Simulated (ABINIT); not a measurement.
# Quasiparticle gap of GaCuSe2 (I-42d) in ABINIT, part 2 of 3

Wanted: ground state, empty states, screening and self-energy for GaCuSe2 (I-42d).

ABINIT 10.8.3; PBE and many-body steps on it, plane waves. Known limits of the many-body steps: not at the basis limit; screening runs away on this mesh; d shell near the gap, gap tends to lie low; no spin-orbit coupling; coarse k mesh.

So far. Step 2 (Ground state): The gap is direct, at Γ.

In doubt: a PseudoDojo file used here is known to give poor structures and forces, which bears on pressures, cells, forces and phonons.

**3. Bands along the symmetry lines**

Level of this step: DFT, PBE, plane waves, norm-conserving pseudopotentials (ABINIT).

Levels along a band path, at the cheap level, show where the edges lie and whether the meshes to come will hold them.

Input file run.abi:

```
acell 3*1.0 Angstrom
rprim 
  -2.809550000000 2.809550000000 5.513000000000
  2.809550000000 -2.809550000000 5.513000000000
  2.809550000000 2.809550000000 -5.513000000000
ntypat 3
znucl 31 29 34
natom 8
typat 1 1 2 2 3 3 3 3
xred 
  0.500000000000 0.500000000000 0.000000000000
  0.250000000000 0.750000000000 0.500000000000
  0.000000000000 0.000000000000 0.000000000000
  0.750000000000 0.250000000000 0.500000000000
  0.375000000000 0.375620000000 0.500620000000
  0.624380000000 0.125000000000 0.999380000000
  0.875000000000 0.874380000000 0.499380000000
  0.125620000000 0.625000000000 0.000620000000
pp_dirpath "pseudos"
pseudos "Ga.upf, Cu.upf, Se.upf"
ecut 50
iscf -2
irdden 1
kptopt 0
nkpt 31
kpt 
  0.00000000 0.00000000 0.00000000
  0.00000000 0.00000000 0.16666667
  0.00000000 0.00000000 0.33333333
  0.00000000 0.00000000 0.50000000
  0.08333333 0.08333333 0.41666667
  0.16666667 0.16666667 0.33333333
  0.25000000 0.25000000 0.25000000
  0.16666667 0.33333333 0.16666667
  0.08333333 0.41666667 0.08333333
  0.00000000 0.50000000 0.00000000
  0.00000000 0.33333333 0.00000000
  0.00000000 0.16666667 0.00000000
  0.00000000 0.00000000 0.00000000
  0.16666667 0.16666667 -0.16666667
  0.33333333 0.33333333 -0.33333333
  0.50000000 0.50000000 -0.50000000
  0.43830961 0.56169039 -0.43830961
  0.37661922 0.62338078 -0.37661922
  0.31492883 0.68507117 -0.31492883
  -0.31492883 0.31492883 0.31492883
  -0.20995255 0.20995255 0.20995255
  -0.10497628 0.10497628 0.10497628
  0.00000000 0.00000000 0.00000000
  -0.00000000 0.00000000 0.50000000
  -0.04328588 0.04328588 0.50000000
  -0.08657177 0.08657177 0.50000000
  -0.12985765 0.12985765 0.50000000
  0.50000000 0.50000000 -0.12985765
  0.50000000 0.50000000 -0.25323843
  0.50000000 0.50000000 -0.37661922
  0.50000000 0.50000000 -0.50000000
istwfk *1
nband 95
nbdbuf 2
tolwfr 1e-08
nstep 40
prtwf 0
prtvol 0
indata_prefix "in"
outdata_prefix "out"
tmpdata_prefix "tmp"
```

Launch:

```console
$ OMP_NUM_THREADS=1 mpirun -n 16 abinit run.abi > log
```

Numbers of over 12 decimals in the logs are rounded to 6 here.

The program printed:

```text
.Version 10.8.3 of ABINIT. v10.8.2 released Aug 2026.

 Symmetries : space group I-4 2 d (#122); Bravais tI (body-center tetrag.)
[... echo of the input left out ...]
== DATASET  1 ==================================================================
-   mpi_nproc: 16, omp_nthreads: 1 (-1 if OMP is not activated)

--- !DatasetInfo
iteration_state: {dtset: 1, }
dimensions: {natom: 8, nkpt: 31, mband: 95, nsppol: 1, nspinor: 1, nspden: 1, mpw: 19872, }
cutoff_energies: {ecut:  50.0, pawecutdg:  -1.0, }
electrons: {nelect:   1.76000000E+02, charge:   0.00000000E+00, occopt:   1.00000000E+00, tsmear:   1.00000000E-02, }

 Real(R)+Recip(G) space primitive vectors, cartesian coordinates (Bohr,Bohr^-1):
 R(1)= -5.3092800  5.3092800 10.4180601  G(1)=  0.0000000  0.0941747  0.0479936
 R(2)=  5.3092800 -5.3092800 10.4180601  G(2)=  0.0941747  0.0000000  0.0479936
 R(3)=  5.3092800  5.3092800-10.4180601  G(3)=  0.0941747  0.0941747  0.0000000
 Unit cell volume ucvol=  1.1746761E+03 bohr^3
 Angles (23,13,12)=  1.31158269E+02  1.31158269E+02  7.15617425E+01 degrees

 getcut: wavevector=  0.0000  0.0000  0.0000  ngfft=  90  90  90
         ecut(hartree)=     50.000   => boxcut(ratio)=   2.20209

 getcut : COMMENT -
  Note that boxcut > 2.2 ; recall that boxcut=Gcut(box)/Gcut(sphere) = 2
  is sufficient for exact treatment of convolution.
  Such a large boxcut is a waste : you could raise ecut
  e.g. ecut=   60.615049 Hartrees makes boxcut=2

--- Pseudopotential description ------------------------------------------------
- Ga Generated using ONCVPSP code by D. R. Hamann
- 31.00000  21.00000  171031                  znucl, zion, pspdat
12 -101130 2 -1 1902                          pspcod,pspxc,lmax,lloc,mmax
     nproj     2     2     2
  pspatm : epsatm=   21.85474337
         --- l  ekb(1:nproj) -->
             0    4.962806   -1.220223
             1   -5.679278   -1.350476
             2  -10.596651   -3.839775
 pspatm: atomic psp has been read  and splines computed

- Cu Generated using ONCVPSP code by D. R. Hamann
- 29.00000  19.00000  171031                  znucl, zion, pspdat
12 -101130 2 -1 1492                          pspcod,pspxc,lmax,lloc,mmax
     nproj     2     2     2
  pspatm : epsatm=   20.49795018
         --- l  ekb(1:nproj) -->
[...]
pspatm: atomic psp has been read  and splines computed

- Se Generated using ONCVPSP code by D. R. Hamann
- 34.00000  24.00000  171031                  znucl, zion, pspdat
12 -101130 2 -1 1214                          pspcod,pspxc,lmax,lloc,mmax
     nproj     2     2     2
  pspatm : epsatm=   25.39064422
         --- l  ekb(1:nproj) -->
[...]
pspatm: atomic psp has been read  and splines computed

--------------------------------------------------------------------------------

================================================================================
[...]
2.8518E-01  2.8518E-01  3.2150E-01  3.2150E-01  3.5194E-01

--- !ResultsGS
iteration_state: {dtset: 1, }
comment   : Summary of ground state results
lattice_vectors:
- [ -5.3092800,   5.3092800,  10.4180601, ]
- [  5.3092800,  -5.3092800,  10.4180601, ]
- [  5.3092800,   5.3092800, -10.4180601, ]
lattice_lengths: [  12.84184,   12.84184,   12.84184, ]
lattice_angles: [131.158, 131.158,  71.562, ] # degrees, (23, 13, 12)
lattice_volume:   1.1746761E+03
convergence: {deltae:  0.000E+00, res2:  0.000E+00, residm:  9.980E-09, diffor:  0.000E+00, }
etotal    :  -2.23643358E+03
entropy   :   0.00000000E+00
fermie    :   2.13258994E-01
cartesian_stress_tensor: null
pressure_GPa: null
xred      :
- [  5.0000E-01,   5.0000E-01,  -1.5425E-17, Ga]
- [  2.5000E-01,   7.5000E-01,   5.0000E-01, Ga]
- [  0.0000E+00,   0.0000E+00,   0.0000E+00, Cu]
- [  7.5000E-01,   2.5000E-01,   5.0000E-01, Cu]
- [  3.7500E-01,   3.7562E-01,   5.0062E-01, Se]
- [  6.2438E-01,   1.2500E-01,   9.9938E-01, Se]
- [  8.7500E-01,   8.7438E-01,   4.9938E-01, Se]
- [  1.2562E-01,   6.2500E-01,   6.2000E-04, Se]
cartesian_forces: null
force_length_stats: {min: null, max: null, mean: null, }

 Integrated electronic density in atomic spheres:
 ------------------------------------------------
 Atom  Sphere_radius  Integrated_density
[...]
================================================================================

 ----iterations are completed or convergence reached----

 Mean square residual over all n,k,spin=   49.630E-10; max=  99.803E-10
 reduced coordinates (array xred) for    8 atoms
[...]
0.875000000000      0.874380000000      0.499380000000
       0.125620000000      0.625000000000      0.000620000000

 cartesian coordinates (angstrom) at end:
    1     -0.000000    -0.000000     5.513000
    2      2.809550     0.000000     2.756500
    3      0.000000     0.000000     0.000000
[...]
7      1.401291     1.404775     6.891250
    8      1.404775    -1.401291     4.134750
 length scales=  1.889726125908  1.889726125908  1.889726125908 bohr
              =  1.000000000000  1.000000000000  1.000000000000 angstroms
 prteigrs : about to open file out_EIG
 Eigenvalues (hartree) for nkpt=  31  k points:
 kpt#   1, nband= 95, wtk=  1.00000, kpt=  0.0000  0.0000  0.0000 (reduced coord)
[...]
kpt#   2, nband= 95, wtk=  1.00000, kpt=  0.0000  0.0000  0.1667 (reduced coord)
[...]
kpt#   3, nband= 95, wtk=  1.00000, kpt=  0.0000  0.0000  0.3333 (reduced coord)
[...]
kpt#  30, nband= 95, wtk=  1.00000, kpt=  0.5000  0.5000 -0.3766 (reduced coord)
[...]
0.28497    0.28497    0.29745    0.29745    0.33185    0.33185    0.36474
 kpt#  31, nband= 95, wtk=  1.00000, kpt=  0.5000  0.5000 -0.5000 (reduced coord)
[...]
0.07594    0.07594    0.08391    0.08391    0.09292    0.09292    0.13478    0.13478
   0.14375    0.14375    0.16780    0.16780    0.16825    0.16825    0.17993    0.17993
   0.28208    0.28208    0.28518    0.28518    0.32150    0.32150    0.35194

== END DATASET(S) ==============================================================
================================================================================

 -outvars: echo values of variables after computation  --------
            nband          95
             nkpt          31
          spgroup         122
 [... the other variables as echoed above ...]

 Calculation completed.
```

The job ended after 4.2 min (16 MPI ranks of Arm Neoverse V1, shared host; peak memory 3.4 GiB; 67 min of CPU time).

Numbers from this step:

```
gap                        : 0.2242 eV
k of the valence top       : 0, 0, 0
k of the conduction bottom : 0, 0, 0
least direct gap           : 0.2242 eV
```

The gap is 0.224 eV, as in the run before at this level.

Electronic bands along the path, in eV, zero at the top of the highest filled band:

| point | band 85 | band 86 | band 87 | band 88 | band 89 | band 90 | band 91 | band 92 |
| --- | --- | --- | --- | --- | --- | --- | --- | --- |
| Γ | -1.53 | -0.13 | -0.13 | 0.00 | 0.22 | 1.90 | 2.27 | 3.98 |
| X | -0.82 | -0.82 | -0.50 | -0.50 | 1.18 | 1.18 | 3.31 | 3.31 |
| P | -0.85 | -0.85 | -0.68 | -0.68 | 1.62 | 1.62 | 3.04 | 3.04 |
| N | -1.34 | -1.21 | -1.09 | -0.55 | 2.19 | 2.58 | 3.23 | 4.13 |
| Γ | -1.53 | -0.13 | -0.13 | 0.00 | 0.22 | 1.90 | 2.27 | 3.98 |
| M | -1.22 | -1.22 | -0.91 | -0.91 | 1.87 | 1.87 | 1.96 | 1.96 |
| S | -1.41 | -1.19 | -0.74 | -0.56 | 1.97 | 2.41 | 2.51 | 3.45 |
| jump to S0 | -1.41 | -1.19 | -0.74 | -0.56 | 1.97 | 2.41 | 2.51 | 3.45 |
| Γ | -1.53 | -0.13 | -0.13 | 0.00 | 0.22 | 1.90 | 2.27 | 3.98 |
| jump to X | -0.82 | -0.82 | -0.50 | -0.50 | 1.18 | 1.18 | 3.31 | 3.31 |
| R | -0.85 | -0.85 | -0.69 | -0.69 | 1.46 | 1.46 | 3.83 | 3.83 |
| jump to G | -0.85 | -0.85 | -0.69 | -0.69 | 1.46 | 1.46 | 3.83 | 3.83 |
| M | -1.22 | -1.22 | -0.91 | -0.91 | 1.87 | 1.87 | 1.96 | 1.96 |

**4. Empty states on the mesh, 2×2×2 mesh, 223 bands**

The sums over transitions need many empty states on a uniform mesh; this step solves for them.

Input file run.abi:

```
acell 3*1.0 Angstrom
rprim 
  -2.809550000000 2.809550000000 5.513000000000
  2.809550000000 -2.809550000000 5.513000000000
  2.809550000000 2.809550000000 -5.513000000000
ntypat 3
znucl 31 29 34
natom 8
typat 1 1 2 2 3 3 3 3
xred 
  0.500000000000 0.500000000000 0.000000000000
  0.250000000000 0.750000000000 0.500000000000
  0.000000000000 0.000000000000 0.000000000000
  0.750000000000 0.250000000000 0.500000000000
  0.375000000000 0.375620000000 0.500620000000
  0.624380000000 0.125000000000 0.999380000000
  0.875000000000 0.874380000000 0.499380000000
  0.125620000000 0.625000000000 0.000620000000
pp_dirpath "pseudos"
pseudos "Ga.upf, Cu.upf, Se.upf"
ecut 50
ngkpt 2 2 2
nshiftk 1
shiftk 0 0 0
kptopt 1
chksymbreak 0
iscf -2
irdden 1
istwfk *1
nband 223
nbdbuf 20
tolwfr 1e-09
nstep 60
prtvol 0
indata_prefix "in"
outdata_prefix "out"
tmpdata_prefix "tmp"
```

Launch:

```console
$ OMP_NUM_THREADS=4 mpirun -n 4 abinit run.abi > log
```

The program printed:

```text
.Version 10.8.3 of ABINIT. v10.8.2 released Aug 2026.

 Symmetries : space group I-4 2 d (#122); Bravais tI (body-center tetrag.)
[... echo of the input left out ...]
== DATASET  1 ==================================================================
-   mpi_nproc: 4, omp_nthreads: 4 (-1 if OMP is not activated)

--- !DatasetInfo
iteration_state: {dtset: 1, }
dimensions: {natom: 8, nkpt: 4, mband: 223, nsppol: 1, nspinor: 1, nspden: 1, mpw: 19844, }
cutoff_energies: {ecut:  50.0, pawecutdg:  -1.0, }
electrons: {nelect:   1.76000000E+02, charge:   0.00000000E+00, occopt:   1.00000000E+00, tsmear:   1.00000000E-02, }

 Real(R)+Recip(G) space primitive vectors, cartesian coordinates (Bohr,Bohr^-1):
 R(1)= -5.3092800  5.3092800 10.4180601  G(1)=  0.0000000  0.0941747  0.0479936
 R(2)=  5.3092800 -5.3092800 10.4180601  G(2)=  0.0941747  0.0000000  0.0479936
 R(3)=  5.3092800  5.3092800-10.4180601  G(3)=  0.0941747  0.0941747  0.0000000
 Unit cell volume ucvol=  1.1746761E+03 bohr^3
 Angles (23,13,12)=  1.31158269E+02  1.31158269E+02  7.15617425E+01 degrees

 getcut: wavevector=  0.0000  0.0000  0.0000  ngfft=  90  90  90
         ecut(hartree)=     50.000   => boxcut(ratio)=   2.20209

 getcut : COMMENT -
  Note that boxcut > 2.2 ; recall that boxcut=Gcut(box)/Gcut(sphere) = 2
  is sufficient for exact treatment of convolution.
  Such a large boxcut is a waste : you could raise ecut
  e.g. ecut=   60.615049 Hartrees makes boxcut=2

--- Pseudopotential description ------------------------------------------------
- Ga Generated using ONCVPSP code by D. R. Hamann
- 31.00000  21.00000  171031                  znucl, zion, pspdat
12 -101130 2 -1 1902                          pspcod,pspxc,lmax,lloc,mmax
     nproj     2     2     2
  pspatm : epsatm=   21.85474337
         --- l  ekb(1:nproj) -->
             0    4.962806   -1.220223
             1   -5.679278   -1.350476
             2  -10.596651   -3.839775
 pspatm: atomic psp has been read  and splines computed

- Cu Generated using ONCVPSP code by D. R. Hamann
- 29.00000  19.00000  171031                  znucl, zion, pspdat
12 -101130 2 -1 1492                          pspcod,pspxc,lmax,lloc,mmax
     nproj     2     2     2
  pspatm : epsatm=   20.49795018
         --- l  ekb(1:nproj) -->
[...]
pspatm: atomic psp has been read  and splines computed

- Se Generated using ONCVPSP code by D. R. Hamann
- 34.00000  24.00000  171031                  znucl, zion, pspdat
12 -101130 2 -1 1214                          pspcod,pspxc,lmax,lloc,mmax
     nproj     2     2     2
  pspatm : epsatm=   25.39064422
         --- l  ekb(1:nproj) -->
[...]
pspatm: atomic psp has been read  and splines computed

--------------------------------------------------------------------------------

================================================================================
[...]
1.21E-06  3.83E-07  2.46E-06  9.22E-06  4.93E-06  1.38E-05  1.30E-05
 -7.4455E+00 -7.4455E+00 -7.4455E+00 -7.4455E+00 -5.2231E+00 -5.2231E+00
 -5.2231E+00 -5.2231E+00 -5.2215E+00 -5.2215E+00 -5.2215E+00 -5.2215E+00
 -5.2192E+00 -5.2192E+00 -5.2192E+00 -5.2192E+00 -5.0916E+00 -5.0916E+00
[...]
1.7126E+00  1.7173E+00  1.7173E+00  1.7299E+00  1.7348E+00  1.7348E+00
  1.7369E+00  1.7371E+00  1.7371E+00  1.7629E+00  1.7691E+00  1.7746E+00
  1.7776E+00
 prteigrs : prtvol=0 or 1, do not print more k-points.

--- !ResultsGS
iteration_state: {dtset: 1, }
comment   : Summary of ground state results
lattice_vectors:
- [ -5.3092800,   5.3092800,  10.4180601, ]
- [  5.3092800,  -5.3092800,  10.4180601, ]
- [  5.3092800,   5.3092800, -10.4180601, ]
lattice_lengths: [  12.84184,   12.84184,   12.84184, ]
lattice_angles: [131.158, 131.158,  71.562, ] # degrees, (23, 13, 12)
lattice_volume:   1.1746761E+03
convergence: {deltae:  0.000E+00, res2:  0.000E+00, residm:  9.934E-10, diffor:  0.000E+00, }
etotal    :  -2.23643358E+03
entropy   :   0.00000000E+00
fermie    :   2.13258994E-01
cartesian_stress_tensor: null
pressure_GPa: null
xred      :
- [  5.0000E-01,   5.0000E-01,  -1.5425E-17, Ga]
- [  2.5000E-01,   7.5000E-01,   5.0000E-01, Ga]
- [  0.0000E+00,   0.0000E+00,   0.0000E+00, Cu]
- [  7.5000E-01,   2.5000E-01,   5.0000E-01, Cu]
- [  3.7500E-01,   3.7562E-01,   5.0062E-01, Se]
- [  6.2438E-01,   1.2500E-01,   9.9938E-01, Se]
- [  8.7500E-01,   8.7438E-01,   4.9938E-01, Se]
- [  1.2562E-01,   6.2500E-01,   6.2000E-04, Se]
cartesian_forces: null
force_length_stats: {min: null, max: null, mean: null, }

 Integrated electronic density in atomic spheres:
 ------------------------------------------------
 Atom  Sphere_radius  Integrated_density
[...]
================================================================================

 ----iterations are completed or convergence reached----

 Mean square residual over all n,k,spin=   49.432E-11; max=  99.337E-11
 reduced coordinates (array xred) for    8 atoms
[...]
0.875000000000      0.874380000000      0.499380000000
       0.125620000000      0.625000000000      0.000620000000

 cartesian coordinates (angstrom) at end:
    1     -0.000000    -0.000000     5.513000
    2      2.809550     0.000000     2.756500
    3      0.000000     0.000000     0.000000
[...]
7      1.401291     1.404775     6.891250
    8      1.404775    -1.401291     4.134750
 length scales=  1.889726125908  1.889726125908  1.889726125908 bohr
              =  1.000000000000  1.000000000000  1.000000000000 angstroms
 prteigrs : about to open file out_EIG
 Eigenvalues (hartree) for nkpt=   4  k points:
 kpt#   1, nband=223, wtk=  0.12500, kpt=  0.0000  0.0000  0.0000 (reduced coord)
[...]
1.66030    1.66613    1.66613    1.66671    1.68904    1.68904    1.68974    1.69009
   1.70567    1.71034    1.71259    1.71733    1.71733    1.72990    1.73483    1.73483
   1.73690    1.73711    1.73711    1.76285    1.76907    1.77461    1.77756
 prteigrs : prtvol=0 or 1, do not print more k-points.

== END DATASET(S) ==============================================================
================================================================================

 -outvars: echo values of variables after computation  --------
            nband         223
             nkpt           4
          spgroup         122
 [... the other variables as echoed above ...]

 Calculation completed.
```

The job ended after 2.1 min (4 MPI ranks; peak memory 0.89 GiB).

This step gave:

```
gap                                                           : 0.2242 eV
k of the valence top                                          : 0, 0, 0
k of the conduction bottom                                    : 0, 0, 0
least direct gap                                              : 0.2242 eV
k points computed                                             : 4
lowest point of the top converged band, above the valence top : 37.71 eV
```

On this mesh the gap is 0.224 eV.

**5. Screening, 2×2×2 mesh, 203 bands, screening to 106.1 eV**

The RPA dielectric matrix is built and inverted for each q.

This step: RPA screening on PBE, plane waves, norm-conserving pseudopotentials.

Edit run.abi of step 4 so:

```diff
@@ -26,10 +26,11 @@
 chksymbreak 0
-iscf -2
-irdden 1
 istwfk *1
-nband 223
-nbdbuf 20
-tolwfr 1e-09
-nstep 60
-prtvol 0
+occopt 1
+irdwfk 1
+optdriver 3
+nband 203
+ecuteps 3.9
+inclvkb 2
+awtr 1
+symchi 1
 indata_prefix "in"
@@ -37 +38,2 @@
 tmpdata_prefix "tmp"
+gwmem 10
```

Launch:

```console
$ OMP_NUM_THREADS=2 mpirun -n 8 abinit run.abi > log
```

The program printed:

```text
.Version 10.8.3 of ABINIT. v10.8.2 released Aug 2026.

 Symmetries : space group I-4 2 d (#122); Bravais tI (body-center tetrag.)
[... echo of the input left out ...]
== DATASET  1 ==================================================================
-   mpi_nproc: 8, omp_nthreads: 2 (-1 if OMP is not activated)

--- !DatasetInfo
iteration_state: {dtset: 1, }
dimensions: {natom: 8, nkpt: 4, mband: 203, nsppol: 1, nspinor: 1, nspden: 1, mpw: 19844, }
cutoff_energies: {ecut:  50.0, pawecutdg:  -1.0, }
electrons: {nelect:   1.76000000E+02, charge:   0.00000000E+00, occopt:   1.00000000E+00, tsmear:   1.00000000E-02, }

 SCREENING: Calculation of the susceptibility and dielectric matrices

 Based on a program developped by R.W. Godby, V. Olevano, G. Onida, and L. Reining.
 Incorporated in ABINIT by V. Olevano, G.-M. Rignanese, and M. Torrent.
.Using double precision arithmetic ; gwpc =  8

[... cell and pseudopotentials left out ...]
--------------------------------------------------------------------------------

 ==== K-mesh for the wavefunctions ====
 Number of points in the irreducible wedge :     4
[... list of points left out ...]
 Together with  8 symmetry operations and time-reversal symmetry
 yields     8 points in the full Brillouin Zone.

 ==== Q-mesh for the screening function ====
 Number of points in the irreducible wedge :     4
[... list of points left out ...]
 Together with  8 symmetry operations and time-reversal symmetry
 yields     8 points in the full Brillouin Zone.

 setmesh: FFT mesh size selected  =   120x  120x  120
          total number of points  =      1728000

 vcoul_init : cutoff-mode = AUXILIARY_FUNCTION
 q-points for optical limit:   1
     1)      0.000010    0.000020    0.000030

- screening: taking advantage of time-reversal symmetry
- Maximum band index for partially occupied states nbvw = 88
- Remaining bands to be divided among processors   nbcw = 115
- Number of bands treated by each node ~14

 Number of electrons calculated from density =  176.0000; Expected =  176.0000
 average of density, n =  0.149829
 r_s =    1.1680
 omega_plasma =   37.3382 [eV]

 calculating chi0 at frequencies [eV] :
  1    0.000000E+00    0.000000E+00
  2    0.000000E+00    3.733816E+01

--------------------------------------------------------------------------------
  q-point number  1        q = ( 0.000000, 0.000000, 0.000000) [r.l.u.]
--------------------------------------------------------------------------------
[... chi0 elements left out ...]
 For q-point:  0.000010 0.000020 0.000030
  dielectric constant = 338.8399
  dielectric constant without local fields = 373.7704

  Average fulfillment of the sum rule on Im[epsilon] for q-point    1 :     21.61  [%]
[... wings left out ...]
  q-point number  2        q = ( 0.500000, 0.000000, 0.000000) [r.l.u.]
--------------------------------------------------------------------------------
[... chi0 elements left out ...]
  Average fulfillment of the sum rule on Im[epsilon] for q-point    2 :     23.31  [%]

 [... 2 further q-points ...]
```

The job ended after 39 min (8 MPI ranks; peak memory 5.2 GiB; 5.7 h of CPU time).

This step gave:

* ε∞ with local fields, on this mesh, along the program's q direction: 338.8
* the same without local fields: 373.8
* plasma frequency: 37.34 eV
* plane waves in the screening matrix: 445

Local fields lower ε∞ by 9 %. The value itself is an artefact of the mesh, where one narrow direct gap carries too much weight.

(Continued in part 3 of 3.)

[Paths, hosts, dates, memory and timing lines, banners, echoed tables and standing remarks are left out of the program output.]

[Logs are printed without paths, hosts, clocks, repeated set-up lines and the standing remarks that a program may print on its own settings, such as how far it seeks lower states.]

[Runs of the session that timed out or met a known fault of the program may be left out.]

[Hosts, paths, dates, database ids (printed as entryN), source tags and the programs' standing remarks are cut or masked in the printed files.]

[G0W0 gaps are taken among the corrected bands and points alone; a level outside them can change the order at an edge.]

[Where Ansatz stands beside ABINIT at settings called matched, ABINIT's density can come from a denser mesh and the files from another edition; pairs whose starting gaps differed by over 0.03 eV were left out, so agreement reads better than it is.]
